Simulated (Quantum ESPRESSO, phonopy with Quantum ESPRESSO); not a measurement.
# LiCl (Fm-3m): a volume series of phonon spectra, part 7 of 9

Aim: how the vibrations of LiCl shift with volume, and the expansion that follows.

Experimental results on record:
- volume expansion coefficient 131.4 1e-6/K and heat capacity C_P per formula unit 48.1 J/mol/K near room temperature (given in “High-Throughput Prediction of Finite-Temperature Properties using the Quasi-Harmonic Approximation”, 2016, arXiv:1603.06924)
- volume expansion coefficient 131.1 1e-6/K near room temperature (given in “Descriptors for thermal expansion in solids”, 2017, arXiv:1701.03966)

Quantum ESPRESSO 7.5; DFT PBE, scalar-relativistic, plane waves, GBRV ultrasoft pseudopotentials.

So far. Step 13 (Self-consistent run, V/V0 0.985): The run ends at a pressure of 0.50 GPa. Step 14 (Zone-centre response): The Born charges sum to zero within 0.0054 e; the rest is removed before use. Acoustic frequencies in this log differ from zero by the error of the sum rule, which ph.x does not impose.

The database entry behind the starting cell differs from later determinations by our own check (0.1 to 0.3 % short, probably kX units), so it need not match the best structure at ambient conditions.

### 15. Forces on a displaced cell

One atom (for the harmonic constants) or a pair of atoms (for the cubic ones) is moved by a few hundredths of an ångström; the forces on all atoms give a column of force constants. The threshold is tight because the forces are small.

System of this step: LiCl. The cell holds 54 atoms: 27 Li and 27 Cl. Cell: a = 10.867 Å, b = 10.867 Å, c = 10.867 Å, α = 60.0°, β = 60.0°, γ = 60.0°. It derives from LiCl, repeated 3×3×3.

Input file disp-00001.in:

```
&CONTROL
  calculation = 'scf'
  prefix      = 'x'
  outdir      = './tmp'
  pseudo_dir  = './pseudo'
  tprnfor     = .true.
  disk_io     = 'none'
/
&SYSTEM
  ibrav       = 0
  nat         = 54
  ntyp        = 2
  ecutwfc     = 45.0
  ecutrho     = 270.0
  occupations = 'fixed'
  nbnd        = 137
/
&ELECTRONS
  conv_thr         = 1.0d-11
  mixing_beta      = 0.7
  electron_maxstep = 100
/
ATOMIC_SPECIES
 Li      6.9400  Li.upf
 Cl     35.4500  Cl.upf
CELL_PARAMETERS angstrom
     0.000000000    7.684136445    7.684136445
     7.684136445    0.000000000    7.684136445
     7.684136445    7.684136445    0.000000000
ATOMIC_POSITIONS crystal
 Li     0.001840433   0.000000000   0.000000000
 Li     0.333333333   0.000000000   0.000000000
 Li     0.666666667   0.000000000   0.000000000
 Li     0.000000000   0.333333333   0.000000000
 Li     0.333333333   0.333333333   0.000000000
 Li     0.666666667   0.333333333   0.000000000
 Li     0.000000000   0.666666667   0.000000000
 Li     0.333333333   0.666666667   0.000000000
 Li     0.666666667   0.666666667   0.000000000
 Li     0.000000000   0.000000000   0.333333333
 Li     0.333333333   0.000000000   0.333333333
 Li     0.666666667   0.000000000   0.333333333
 Li     0.000000000   0.333333333   0.333333333
 Li     0.333333333   0.333333333   0.333333333
 Li     0.666666667   0.333333333   0.333333333
 Li     0.000000000   0.666666667   0.333333333
 Li     0.333333333   0.666666667   0.333333333
 Li     0.666666667   0.666666667   0.333333333
 Li     0.000000000   0.000000000   0.666666667
 Li     0.333333333   0.000000000   0.666666667
 Li     0.666666667   0.000000000   0.666666667
 Li     0.000000000   0.333333333   0.666666667
 Li     0.333333333   0.333333333   0.666666667
 Li     0.666666667   0.333333333   0.666666667
 Li     0.000000000   0.666666667   0.666666667
 Li     0.333333333   0.666666667   0.666666667
 Li     0.666666667   0.666666667   0.666666667
 Cl     0.166666667   0.166666667   0.166666667
 Cl     0.500000000   0.166666667   0.166666667
 Cl     0.833333333   0.166666667   0.166666667
 Cl     0.166666667   0.500000000   0.166666667
 Cl     0.500000000   0.500000000   0.166666667
 Cl     0.833333333   0.500000000   0.166666667
 Cl     0.166666667   0.833333333   0.166666667
 Cl     0.500000000   0.833333333   0.166666667
 Cl     0.833333333   0.833333333   0.166666667
 Cl     0.166666667   0.166666667   0.500000000
 Cl     0.500000000   0.166666667   0.500000000
 Cl     0.833333333   0.166666667   0.500000000
 Cl     0.166666667   0.500000000   0.500000000
 Cl     0.500000000   0.500000000   0.500000000
 Cl     0.833333333   0.500000000   0.500000000
 Cl     0.166666667   0.833333333   0.500000000
 Cl     0.500000000   0.833333333   0.500000000
 Cl     0.833333333   0.833333333   0.500000000
 Cl     0.166666667   0.166666667   0.833333333
 Cl     0.500000000   0.166666667   0.833333333
 Cl     0.833333333   0.166666667   0.833333333
 Cl     0.166666667   0.500000000   0.833333333
 Cl     0.500000000   0.500000000   0.833333333
 Cl     0.833333333   0.500000000   0.833333333
 Cl     0.166666667   0.833333333   0.833333333
 Cl     0.500000000   0.833333333   0.833333333
 Cl     0.833333333   0.833333333   0.833333333
K_POINTS automatic
 2 2 2 0 0 0
```

Run with:

```bash
$ OMP_NUM_THREADS=1 mpirun -n 2 pw.x -nk 2 -in disp-00001.in > disp-00001.out
```

What it wrote:

```text
[banner, memory and clock lines left out]
Program PWSCF v.7.5

     Message from routine setup:
     using ibrav=0 with symmetry is DISCOURAGED, use correct ibrav instead

     G-vector sticks info

     bravais-lattice index     =            0
     lattice parameter (alat)  =      20.5357  a.u.
     unit-cell volume          =    6123.6703 (a.u.)^3
     number of atoms/cell      =           54
     number of atomic types    =            2
     number of electrons       =       270.00
[...]
atom    1 type  1   force =     0.00000000   -0.00078793   -0.00078793
     atom    2 type  1   force =    -0.00000000    0.00015797    0.00015797
     atom    3 type  1   force =    -0.00000000    0.00015564    0.00015564
[...]
atom   53 type  2   force =     0.00006196   -0.00003181   -0.00003181
     atom   54 type  2   force =    -0.00006129   -0.00003179   -0.00003179

     Total force =     0.001391     Total SCF correction =     0.000001
     Message from routine punch:
     Nothing written, as per user request (disk_io='none')
[key lines of the parts left out:]
!    total energy              =   -1296.84857775 Ry
convergence has been achieved in  13 iterations
```

Elapsed: 25 min, on 2 MPI ranks of Arm Neoverse V1, shared host.

### 16. Phonons, V/V0 0.985

This step: DFT PBE, scalar-relativistic, plane waves, GBRV ultrasoft pseudopotentials (phonopy with Quantum ESPRESSO 4.10.0 / 7.5).

Wall time 25 min (4 threads); 1.6 h of CPU time.

No mode is imaginary beyond numerical noise along the path. The highest zone-centre mode (no LO–TO term) moved by +6.4 % for a volume change of -1.5 %.

The time given is that of the 2 pw.x runs on displaced cells behind this step.

### 17. Ground state at this cell, V/V0 1.03

A tight ground state at this cell gives the energy of this member; its pressure is the stress at this cutoff, which can carry an offset from the finite basis.

This step: DFT PBE, scalar-relativistic, plane waves, GBRV ultrasoft pseudopotentials (Quantum ESPRESSO 7.5).

System of this step: LiCl. The structure is cubic, space group Fm-3m (No. 225). The conventional cell has a = 5.200 Å, b = 5.200 Å, c = 5.200 Å, α = 90.00°, β = 90.00°, γ = 90.00°. Nearest to Li lie 6 Cl at 2.60 Å. Nearest to Cl lie 6 Li at 2.60 Å. Farther neighbours and most contacts between anions are not listed.

Input file scf.in:

```
&CONTROL
  calculation = 'scf'
  prefix      = 'x'
  outdir      = './tmp'
  pseudo_dir  = './pseudo'
  tprnfor     = .true.
  tstress     = .true.
/
&SYSTEM
  ibrav       = 0
  nat         = 2
  ntyp        = 2
  ecutwfc     = 45.0
  ecutrho     = 270.0
  occupations = 'fixed'
  nbnd        = 7
/
&ELECTRONS
  conv_thr         = 1.0d-12
  mixing_beta      = 0.7
  electron_maxstep = 100
/
ATOMIC_SPECIES
 Li      6.9400  Li.upf
 Cl     35.4500  Cl.upf
CELL_PARAMETERS angstrom
     0.000000000    2.599805219    2.599805219
     2.599805219    0.000000000    2.599805219
     2.599805219    2.599805219    0.000000000
ATOMIC_POSITIONS crystal
 Li     0.000000000   0.000000000   0.000000000
 Cl     0.500000000   0.500000000   0.500000000
K_POINTS automatic
 8 8 8 0 0 0
```

Run with:

```bash
$ OMP_NUM_THREADS=1 mpirun -n 4 pw.x -nk 4 -in scf.in > scf.out
```

What it wrote:

```text
[banner, memory and clock lines left out]
Program PWSCF v.7.5

     Message from routine setup:
     using ibrav=0 with symmetry is DISCOURAGED, use correct ibrav instead

     G-vector sticks info

     bravais-lattice index     =            0
     lattice parameter (alat)  =       6.9479  a.u.
     unit-cell volume          =     237.1641 (a.u.)^3
     number of atoms/cell      =            2
     number of atomic types    =            2
     number of electrons       =        10.00
[...]
Total force =     0.000000     Total SCF correction =     0.000000

     Computing stress (Cartesian axis) and pressure

     negative rho (up, down):  1.457E-02 0.000E+00
          total   stress  (Ry/bohr**3)                   (kbar)     P=       -8.83
  -0.00006000   0.00000000   0.00000000           -8.83        0.00        0.00
   0.00000000  -0.00006000   0.00000000            0.00       -8.83        0.00
   0.00000000   0.00000000  -0.00006000            0.00        0.00       -8.83

     XML data file, charge density, pseudopotentials, collected wavefunctions
[key lines of the parts left out:]
!    total energy              =     -48.03129494 Ry
convergence has been achieved in   9 iterations
```

Wall time 3.3 s (4 MPI ranks); 13 s of CPU time.

The run ends at a pressure of -0.88 GPa.

### 18. Zone-centre response

In a polar crystal the Born charges and ε∞ give the long-range dipole term that a finite supercell misses. They are those of this k-mesh and were not tested on a denser one; where the gap is small they converge slowly, and the LO modes with them.

Input file ph.in:

```
phonons
&INPUTPH
  prefix = 'x'
  outdir = './tmp'
  fildyn = 'x.dyn'
  tr2_ph = 1.0d-18
  epsil  = .true.
/
0.000000000 0.000000000 0.000000000
```

scf.in is that of step 17.

Run with:

```bash
$ OMP_NUM_THREADS=1 mpirun -n 4 ph.x -nk 4 -in ph.in > ph.out
```

What it wrote:

```text
[banner, memory and clock lines left out]
Program PHONON v.7.5

     ./tmp/x.save/

     IMPORTANT: XC functional enforced from input :
     Exchange-correlation= PBE
                           (   1   4   3   4   0   0   0)
     Any further DFT definition will be discarded
     Please, verify this is what you really want

     G-vector sticks info

     negative rho (up, down):  1.457E-02 0.000E+00
     Reading collected, re-writing distributed wavefunctions in ./tmp/

     Number and degeneracy of irreps per q-point
[...]
freq (    1) =      -0.106409 [THz] =      -3.549421 [cm-1]
     freq (    2) =      -0.106409 [THz] =      -3.549421 [cm-1]
     freq (    3) =      -0.106409 [THz] =      -3.549421 [cm-1]
     freq (    4) =       4.389900 [THz] =     146.431287 [cm-1]
     freq (    5) =       4.389900 [THz] =     146.431287 [cm-1]
     freq (    6) =       4.389900 [THz] =     146.431287 [cm-1]
 **************************************************************************

     Mode symmetry, O_h (m-3m)  point group:

     freq (   1-   3) =         -3.5  [cm-1]   --> T_1u G_15  G_4- I
     freq (   4-   6) =        146.4  [cm-1]   --> T_1u G_15  G_4- I
```

Elapsed: 41 s, on 4 MPI ranks.

ε∞:

```
2.91 0.00 0.00
0.00 2.91 0.00
0.00 0.00 2.91
```

The Born charges sum to zero within 0.0053 e; the rest is removed before use. Acoustic frequencies in this log differ from zero by the error of the sum rule, which ph.x does not impose.

### 19. Forces on a displaced cell

One atom (for the harmonic constants) or a pair of atoms (for the cubic ones) is moved by a few hundredths of an ångström; the forces on all atoms give a column of force constants. The threshold is tight because the forces are small.

System of this step: LiCl. The cell holds 54 atoms: 27 Li and 27 Cl. Cell: a = 11.030 Å, b = 11.030 Å, c = 11.030 Å, α = 60.0°, β = 60.0°, γ = 60.0°. It derives from LiCl, repeated 3×3×3.

disp-00001.in, as its differences from that of step 15:

```diff
@@ -26,7 +26,7 @@
 CELL_PARAMETERS angstrom
-     0.000000000    7.684136445    7.684136445
-     7.684136445    0.000000000    7.684136445
-     7.684136445    7.684136445    0.000000000
+     0.000000000    7.799415657    7.799415657
+     7.799415657    0.000000000    7.799415657
+     7.799415657    7.799415657    0.000000000
 ATOMIC_POSITIONS crystal
- Li     0.001840433   0.000000000   0.000000000
+ Li     0.001813230   0.000000000   0.000000000
  Li     0.333333333   0.000000000   0.000000000
```

Run with:

```bash
$ OMP_NUM_THREADS=1 mpirun -n 2 pw.x -nk 2 -in disp-00001.in > disp-00001.out
```

What it wrote:

```text
[banner, memory and clock lines left out]
Program PWSCF v.7.5

     Message from routine setup:
     using ibrav=0 with symmetry is DISCOURAGED, use correct ibrav instead

     G-vector sticks info

     bravais-lattice index     =            0
     lattice parameter (alat)  =      20.8438  a.u.
     unit-cell volume          =    6403.4319 (a.u.)^3
     number of atoms/cell      =           54
     number of atomic types    =            2
     number of electrons       =       270.00
     number of Kohn-Sham states=          137
     kinetic-energy cutoff     =      45.0000  Ry
     charge density cutoff     =     270.0000  Ry
     scf convergence threshold =      1.0E-11
     mixing beta               =       0.7000
     number of iterations used =            8  plain     mixing
     Exchange-correlation=  SLA  PW   PBX  PBC
                           (   1   4   3   4   0   0   0)

     celldm(1)=  20.843754  celldm(2)=   0.000000  celldm(3)=   0.000000
     celldm(4)=   0.000000  celldm(5)=   0.000000  celldm(6)=   0.000000

     crystal axes: (cart. coord. in units of alat)
               a(1) = (   0.000000   0.707107   0.707107 )
               a(2) = (   0.707107   0.000000   0.707107 )
               a(3) = (   0.707107   0.707107   0.000000 )

     reciprocal axes: (cart. coord. in units 2 pi/alat)
               b(1) = ( -0.707107  0.707107  0.707107 )
               b(2) = (  0.707107 -0.707107  0.707107 )
               b(3) = (  0.707107  0.707107 -0.707107 )

     PseudoPot. # 1 for Li read from file:
     ./pseudo/Li.upf
     Pseudo is Ultrasoft, Zval =  3.0
     Using radial grid of  751 points,  5 beta functions with:
                l(1) =   0
                l(2) =   0
                l(3) =   0
[...]
Q(r) pseudized with 10 coefficients,  rinner =    1.150   1.150   1.150

     PseudoPot. # 2 for Cl read from file:
     ./pseudo/Cl.upf
     Pseudo is Ultrasoft + core correction, Zval =  7.0
     Using radial grid of  909 points,  6 beta functions with:
[...]
l(5) =   2
                l(6) =   2
     Q(r) pseudized with  8 coefficients,  rinner =    1.300   1.300   1.300
                                                       1.300   1.300

     atomic species   valence    mass     pseudopotential
     Li                3.00     6.94000     Li( 1.00)
     Cl                7.00    35.45000     Cl( 1.00)

      4 Sym. Ops. (no inversion) found

   Cartesian axes

     site n.     atom                  positions (alat units)
         1        Li     tau(   1) = (   0.0000000   0.0012821   0.0012821  )
         2        Li     tau(   2) = (   0.0000000   0.2357023   0.2357023  )
         3        Li     tau(   3) = (   0.0000000   0.4714045   0.4714045  )
[...]
26        Li     tau(  26) = (   0.9428090   0.7071068   0.7071068  )
        27        Li     tau(  27) = (   0.9428090   0.9428090   0.9428090  )
        28        Cl     tau(  28) = (   0.2357023   0.2357023   0.2357023  )
        29        Cl     tau(  29) = (   0.2357023   0.4714045   0.4714045  )
        30        Cl     tau(  30) = (   0.2357023   0.7071068   0.7071068  )
[...]
53        Cl     tau(  53) = (   1.1785113   0.9428090   0.9428090  )
        54        Cl     tau(  54) = (   1.1785113   1.1785113   1.1785113  )

     number of k points=     5
                       cart. coord. in units 2pi/alat
        k(    1) = (   0.0000000   0.0000000   0.0000000), wk =   0.2500000
        k(    2) = (  -0.3535534  -0.3535534   0.3535534), wk =   0.5000000
        k(    3) = (  -0.7071068   0.0000000   0.0000000), wk =   0.2500000
        k(    4) = (  -0.3535534  -0.3535534  -0.3535534), wk =   0.5000000
        k(    5) = (  -0.0000000  -0.7071068   0.0000000), wk =   0.5000000

     Dense  grid:   480353 G-vectors     FFT dimensions: ( 120, 120, 120)

     Smooth grid:   261403 G-vectors     FFT dimensions: (  90,  90,  90)

     Initial potential from superposition of free atoms

     starting charge     257.8297, renormalised to     270.0000

     negative rho (up, down):  4.275E-01 0.000E+00
     Starting wfcs are  243 randomized atomic wfcs

     per-process dynamical memory:   908.3 Mb

     Self-consistent Calculation

     iteration #  1     ecut=    45.00 Ry     beta= 0.70
     Davidson diagonalization with overlap
     ethr =  1.00E-02,  avg # of iterations =  1.4

     Threshold (ethr) on eigenvalues was too large:
     Diagonalizing with lowered threshold

     Davidson diagonalization with overlap
     ethr =  1.73E-04,  avg # of iterations =  3.0

     negative rho (up, down):  4.025E-01 0.000E+00

     total energy              =   -1296.80650419 Ry
     estimated scf accuracy    <       0.48807772 Ry

     iteration #  2     ecut=    45.00 Ry     beta= 0.70
     Davidson diagonalization with overlap
     ethr =  1.81E-04,  avg # of iterations =  2.0

     negative rho (up, down):  3.944E-01 0.000E+00

     total energy              =   -1296.82977592 Ry
     estimated scf accuracy    <       0.02463923 Ry

     iteration #  3     ecut=    45.00 Ry     beta= 0.70
[...]
total energy              =   -1296.84334982 Ry
     estimated scf accuracy    <       0.00104395 Ry

[...]
ethr =  1.76E-10,  avg # of iterations =  3.6

     negative rho (up, down):  3.933E-01 0.000E+00

     total energy              =   -1296.84472700 Ry
     estimated scf accuracy    <       0.00000009 Ry

     iteration # 10     ecut=    45.00 Ry     beta= 0.70
     Davidson diagonalization with overlap
     ethr =  3.32E-11,  avg # of iterations =  5.0

     negative rho (up, down):  3.933E-01 0.000E+00

     total energy              =   -1296.84472704 Ry
     estimated scf accuracy    <          2.1E-09 Ry

     iteration # 11     ecut=    45.00 Ry     beta= 0.70
     Davidson diagonalization with overlap
```

The job ended after 23 min (2 MPI ranks).

Residual by cycle:

cycle, log10 residual and a bar from the least value:
```
        1       -0.3 ##############################
        2       -1.6 #########################
        3       -3.0 ####################
        4       -3.0 ####################
        5       -3.8 #################
        6       -4.4 ###############
        7       -5.7 ###########
        8       -6.3 ########
        9       -7.0 ######
       10       -8.7
```

The run was cut off at its time limit.

After 10 cycles the residual stands at 2.1e-9.

### 20. Ground state at this cell, V/V0 0.97

A tight ground state at this cell gives the energy of this member; its pressure is the stress at this cutoff, which can carry an offset from the finite basis.

System of this step: LiCl. The structure is cubic, space group Fm-3m (No. 225). Conventional cell: a = 5.097 Å, b = 5.097 Å, c = 5.097 Å, α = 90.00°, β = 90.00°, γ = 90.00°. Nearest to Li lie 6 Cl at 2.55 Å. Nearest to Cl lie 6 Li at 2.55 Å. Farther neighbours and most contacts between anions are not listed.

The cell differs from the one that the last finished run ended in (a 3.677 → 3.604 Å, b 3.677 → 3.604 Å, c 3.677 → 3.604 Å).

scf.in, as its differences from that of step 18:

```diff
@@ -26,5 +26,5 @@
 CELL_PARAMETERS angstrom
-     0.000000000    2.599805219    2.599805219
-     2.599805219    0.000000000    2.599805219
-     2.599805219    2.599805219    0.000000000
+     0.000000000    2.548310328    2.548310328
+     2.548310328    0.000000000    2.548310328
+     2.548310328    2.548310328    0.000000000
 ATOMIC_POSITIONS crystal
```

Run with:

```bash
$ OMP_NUM_THREADS=1 mpirun -n 4 pw.x -nk 4 -in scf.in > scf.out
```

What it wrote:

```text
[banner, memory and clock lines left out]
Program PWSCF v.7.5

     Message from routine setup:
     using ibrav=0 with symmetry is DISCOURAGED, use correct ibrav instead

     G-vector sticks info

     bravais-lattice index     =            0
     lattice parameter (alat)  =       6.8103  a.u.
     unit-cell volume          =     223.3488 (a.u.)^3
     number of atoms/cell      =            2
     number of atomic types    =            2
     number of electrons       =        10.00
[...]
Total force =     0.000000     Total SCF correction =     0.000000

     Computing stress (Cartesian axis) and pressure

     negative rho (up, down):  1.448E-02 0.000E+00
          total   stress  (Ry/bohr**3)                   (kbar)     P=       10.36
   0.00007044  -0.00000000   0.00000000           10.36       -0.00        0.00
  -0.00000000   0.00007044   0.00000000           -0.00       10.36        0.00
   0.00000000   0.00000000   0.00007044            0.00        0.00       10.36

     XML data file, charge density, pseudopotentials, collected wavefunctions
[key lines of the parts left out:]
!    total energy              =     -48.03125795 Ry
convergence has been achieved in   9 iterations
```

Elapsed: 3.3 s, on 4 MPI ranks; 13 s of CPU time.

The run ends at a pressure of 1.04 GPa.

(Continued in part 8 of 9.)

[Logs are printed without paths, hosts, clocks, repeated set-up lines and the standing remarks that a program may print on its own settings, such as how far it seeks lower states.]

[Hosts, paths, dates, database ids (printed as entryN), source tags and the programs' standing remarks are cut or masked in the printed files.]

[A step with changed settings may run another functional than the one named; its input shows which.]

[Of the runs on displaced cells, only some may be shown.]
